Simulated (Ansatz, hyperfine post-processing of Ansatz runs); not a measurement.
# Reading the 7Li spectrum of Li2CrP2O7

Calculated values: DFT, PBEsol+U, plane-wave PAW, default files (PAW set soft_2), collinear spin, scalar-relativistic (Ansatz), contact and point-dipole shifts scaled to 330 K with Θ = 0 K (a pure Curie law); spin-only moments, above the ordering temperature.

```cif
data_structure
_symmetry_space_group_name_H-M 'P 1'
_symmetry_Int_Tables_number 1
_cell_length_a 8.0553
_cell_length_b 8.0553
_cell_length_c 8.7618
_cell_angle_alpha 113.737
_cell_angle_beta 113.737
_cell_angle_gamma 35.650
_cell_volume 300.28
loop_
_atom_site_label
_atom_site_type_symbol
_atom_site_fract_x
_atom_site_fract_y
_atom_site_fract_z
_atom_site_occupancy
Cr1 Cr 0.50000 0.50000 0.50000 1
Cr2 Cr 0.50000 0.50000 0.00000 1
P3 P 0.76736 0.02644 0.18559 1
P4 P 0.23264 0.97356 0.81441 1
P5 P 0.02644 0.76736 0.68559 1
P6 P 0.97356 0.23264 0.31441 1
O7 O 0.75802 0.44581 0.44050 1
O8 O 0.63103 0.15770 0.34191 1
O9 O 0.24198 0.55419 0.55950 1
O10 O 0.15770 0.63103 0.84191 1
O11 O 0.02908 0.97092 0.25000 1
O12 O 0.73690 0.90503 0.61123 1
O13 O 0.84230 0.36897 0.15809 1
O14 O 0.55419 0.24198 0.05950 1
O15 O 0.36897 0.84230 0.65809 1
O16 O 0.97092 0.02908 0.75000 1
O17 O 0.26310 0.09497 0.38877 1
O18 O 0.09497 0.26310 0.88877 1
O19 O 0.90503 0.73690 0.11123 1
O20 O 0.44581 0.75802 0.94050 1
Li21 Li 0.83245 0.54726 0.05205 1
Li22 Li 0.16755 0.45274 0.94795 1
Li23 Li 0.45274 0.16755 0.44795 1
Li24 Li 0.54726 0.83245 0.55205 1
```

7Li MAS at 4.7 T (77.8 MHz), 20 kHz, 330 K; contact and dipolar shift alone, no orbital or quadrupolar part; lines under 1.5 % of the strongest are left out. Lines of the NMR spectrum (strongest = 100):

```csv
position (ppm),intensity
-947.9,5.3
-690.8,30
-433.6,100
-176.5,87
80.7,48
337.8,12
595.0,50
852.1,34
1109.2,27
1366.4,11
1623.5,3.7
```

Q: Find the isotropic shifts among the lines and assign them to the Li sites.

Sidebands are spaced by 257 ppm (the spinning rate over the resonance of 77.8 MHz). An isotropic line need not be the tallest: it is the area-weighted centre of its own family of sidebands, and the one that stays put when the rate is changed. Isotropic shifts: 81 ppm for atom 21 and the 3 atoms equivalent to it (1 Cr through links of 92° (2)), reduced anisotropy 1357 ppm.

[Logs are printed without paths, hosts, clocks, repeated set-up lines and the standing remarks that a program may print on its own settings, such as how far it seeks lower states.]

[Hosts, paths, dates, database ids (printed as entryN), source tags and the programs' standing remarks are cut or masked in the printed files.]
